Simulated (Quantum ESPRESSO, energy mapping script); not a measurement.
Records of electronic-structure calculations.

**NiO: J from the energies of magnetic orders**

The structure is cubic, space group Fm-3m (No. 225). The conventional cell has a = 4.172 Å, b = 4.172 Å, c = 4.172 Å, α = 90.00°, β = 90.00°, γ = 90.00°. Nearest to Ni lie 6 O at 2.09 Å. Nearest to O lie 6 Ni at 2.09 Å. Farther neighbours and most contacts between anions are not listed.

```
CELL_PARAMETERS angstrom
0.00000 -2.08590 -2.08590
-2.08590 0.00000 -2.08590
2.08590 2.08590 -4.17180
ATOMIC_POSITIONS crystal
Ni 0.50000 0.50000 0.50000
Ni 0.00000 0.00000 0.00000
O 0.75000 0.75000 0.75000
O 0.25000 0.25000 0.25000
```

| Quantity | Value |
| --- | --- |
| method | PBE with U = 3 eV on Ni d, ortho-atomic projectors, GBRV potentials (and 3 further levels or steps) |
| program | Quantum ESPRESSO 7.5 and energy mapping script 1 |
| settings of one run | cutoff 612.26 eV, 8×8×8 k-mesh, Fermi-Dirac occupations, smearing width 0.05 eV, collinear spin, GBRV 1.5 ultrasoft, starting moments 2 -2 0 0 μB |
| notes | Level: PBE with U = 3 eV on Ni d, ortho-atomic projectors, Quantum ESPRESSO with GBRV potentials. The state is antiferromagnetic; only a few collinear orders were tried. Couplings are for E = −Σ J e·e over ordered pairs of unit vectors. The straight metal–ligand–metal path outweighs the right-angled one, the pattern expected of superexchange through one ligand p orbital, which these runs do not test. In the fitted orders moments change by up to 6.6 % against the parallel run of the same cell, so the mapping is rough. The classical value and the one scaled by (S+1)/S differ by a factor of 2, so closeness of either to the measured temperature is partly a matter of convention. |
| lowest order tried | compensated +− in cell B |
| largest fitted value (a combination of shells), Ni–Ni at 4.17 Å | -16.2 meV |
| ordering temperature, mean field | 680 K |
| heat-capacity peak, Monte Carlo | 449 K |

Of the orders tried, NiO prefers the order “compensated +− in cell B” under PBE+U (3 eV), QE, GBRV, with 6 of 12 neighbours at 2.95 Å, 6 of 6 neighbours at 4.17 Å and 12 of 24 neighbours at 5.11 Å opposed, and the heat capacity of the fitted model peaks near 449 K (Monte Carlo, classical spins). The coupling at 4.17 Å is 1.7 times that of the first set, at 1.0 times the CPU time. The largest fitted coupling is the Ni–Ni pair at 4.17 Å, antiferromagnetic at -16 meV, across a ligand at about 180°.

### Spin model of NiO from collinear orders

The structure is cubic, space group Fm-3m (No. 225). The conventional cell has a = 4.172 Å, b = 4.172 Å, c = 4.172 Å, α = 90.00°, β = 90.00°, γ = 90.00°. Nearest to Ni lie 6 O at 2.09 Å. O has 6 Ni at 2.09 Å nearest. Farther neighbours and most contacts between anions are not listed.

- method: PBE with U = 6 eV on Ni d, ortho-atomic projectors, GBRV potentials (and 1 further level or step)
- program: Quantum ESPRESSO 7.5 and energy mapping script 1
- settings of one run: cutoff 612.26 eV, 8×8×8 k-mesh, Fermi-Dirac occupations, smearing width 0.05 eV, collinear spin, GBRV 1.5 ultrasoft, starting moments 2 -2 0 0 μB
- notes: Level: PBE with U = 6 eV on Ni d, ortho-atomic projectors, Quantum ESPRESSO with GBRV potentials. The state is antiferromagnetic; only a few collinear orders were tried. Couplings are for E = −Σ J e·e over ordered pairs of unit vectors. The straight metal–ligand–metal path outweighs the right-angled one, the pattern expected of superexchange through one ligand p orbital, which these runs do not test. The classical value and the one scaled by (S+1)/S differ by a factor of 2, so closeness of either to the measured temperature is partly a matter of convention.
- lowest order tried: compensated +− in cell B
- largest fitted value (a combination of shells), Ni–Ni at 4.17 Å: -9.40 meV
- ordering temperature, mean field: 404 K
- heat-capacity peak, Monte Carlo: 267 K

Of the orders tried, NiO prefers the order “compensated +− in cell B” under PBE+U (6 eV), QE, GBRV, with 6 of 12 neighbours at 2.95 Å, 6 of 6 neighbours at 4.17 Å and 12 of 24 neighbours at 5.11 Å opposed, and the heat capacity of the fitted model peaks near 267 K (Monte Carlo, classical spins). The largest fitted coupling is the Ni–Ni pair at 4.17 Å, antiferromagnetic at -9.4 meV, across a ligand at about 180°.

[Logs and program files are shortened in this print: banners, set-up blocks, solver, clock and traceback lines can be left out without a mark of their own.]

[Logs are printed without paths, hosts, clocks, repeated set-up lines and the standing remarks that a program may print on its own settings, such as how far it seeks lower states.]

[Hosts, paths, dates, database ids (printed as entryN), source tags and the programs' standing remarks are cut or masked in the printed files.]

[Where a cell is said to come from a database of computed structures, the database is the Materials Project.]
